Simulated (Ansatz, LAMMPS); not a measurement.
## Ionic liquid ethylammonium acetate at 300 K (108 atoms): a reference run and its variants

Density of this cell: 1.03 g/cm³. The cell holds 108 atoms: 24 C, 6 N, 66 H and 12 O. Cell: a = 10.053 Å, b = 10.053 Å, c = 10.053 Å, α = 90.0°, β = 90.0°, γ = 90.0°. 6 ethylammonium, 6 acetate placed at random, at 1.03 g/cm³; overlaps pushed apart, then 10 ps at 700 K with MMFF94 bonds, angles, torsions, charges and radii (Halgren, J. Comput. Chem. 17, 490 (1996)) in harmonic and 12-6 forms; charges of ions scaled by 0.8. Snapshot after 30 ps at 300 K and fixed volume.

Geometry: as built.

Reference run: Kohn-Sham DFT, PBE+D3(BJ), PAW (set soft_2), plane waves (Ansatz 0.2.0), cutoff 420 eV, Γ point, fermi-dirac smearing of 0.025 eV.

| Item | Value |
| --- | --- |
| r.m.s. force component | 0.8677 eV/Å |
| pressure | 2.124 GPa |
| gap (highest filled to lowest empty level) | 3.834 eV |
| SCF cycles | 10 |
| time | 8.8 s on 4 threads of Arm Neoverse V2, shared host |

Q: Estimate how much each variant changes the results, and its time and memory.
- support functions medium
- support functions low
- support functions high
- support functions medium, radius 3.24 Å
- support functions medium, radius 3.51 Å
- support functions medium, radius 3.74 Å
- support functions medium, radius 4.01 Å
- support functions medium, radius 4.51 Å
- support functions medium, radius 5.01 Å
- hamiltonian.xc = "pbesol"

Each row is set against the plane-wave reference (Kohn-Sham DFT, PBE+D3(BJ), PAW (set soft_2), plane waves; r.m.s. force component 0.868 eV/Å). Energies are set beside the reference only for runs with its functional, potentials and electron count. Times are for 4 threads of Arm Neoverse V2, shared host. The reference's time includes the DOS, ELF, the stress and grids, which some other runs skip.

| run | Δ force, r.m.s. (meV/Å) | share of r.m.s. force (%) | Δ energy (meV/atom) | Δ pressure (GPa) | Δ gap (eV) | cycles | time | host memory (GiB) |
| --- | --- | --- | --- | --- | --- | --- | --- | --- |
| reference | - | - | - | - | - | 10 | 8.8 s | 1.1 |
| support functions medium | 6.44 | 0.742 | -4.03 | - | 8.0e-4 | 14 | 64 s | 2.8 |
| support functions low | 6.43 | 0.742 | -4.02 | - | 0.002 | 12 | 47 s | 2.3 |
| support functions high | 6.32 | 0.728 | -4.07 | - | 5.0e-4 | 18 | 5.5 min | 7.3 |
| support functions medium, radius 3.24 Å | 6.44 | 0.742 | -4.03 | - | 8.0e-4 | 14 | 60 s | 2.7 |
| support functions medium, radius 3.51 Å | 6.43 | 0.741 | -4.03 | - | 0.001 | 14 | 70 s | 3.0 |
| support functions medium, radius 3.74 Å | 6.42 | 0.740 | -4.03 | - | 8.0e-4 | 13 | 82 s | 3.3 |
| support functions medium, radius 4.01 Å | 6.41 | 0.739 | -4.03 | - | 8.0e-4 | 13 | 1.7 min | 3.8 |
| support functions medium, radius 4.51 Å | 6.40 | 0.738 | -4.03 | - | 7.0e-4 | 13 | 2.7 min | 4.8 |
| support functions medium, radius 5.01 Å | 6.40 | 0.738 | -4.03 | - | 7.0e-4 | 13 | 4.4 min | 6.0 |
| hamiltonian.xc = "pbesol" | 127 | 14.7 | - | -0.447 | -0.0051 | 10 | 8.6 s | 1.1 |

Among numerical settings the force difference runs from 6.3 meV/Å (support functions high) to 6.4 meV/Å (support functions medium). At 108 atoms the fastest of the runs at a preset level, support functions low, takes roughly 5.3 times the time of plane waves (whose run also made extra analyses, so the like-for-like ratio is larger), in 12 SCF cycles against 10. Differences between support functions and plane waves include what basis error the plane-wave run still has. The force difference hardly changes among these support-function runs, which points to the basis of the plane-wave reference as its main source. As the radius goes from 3.24 to 5.01 Å, the force difference goes from 6.4 to 6.4 meV/Å, and the time from 60 s to 4.4 min. 

[Hosts, paths, dates, database ids (printed as entryN), source tags and the programs' standing remarks are cut or masked in the printed files.]

[The MMFF94 radii named for the starting cell were scaled by 0.96; in molecules described by MMFF94, hydrogen bound to N, O or S took a small fixed 12-6 site in their place.]
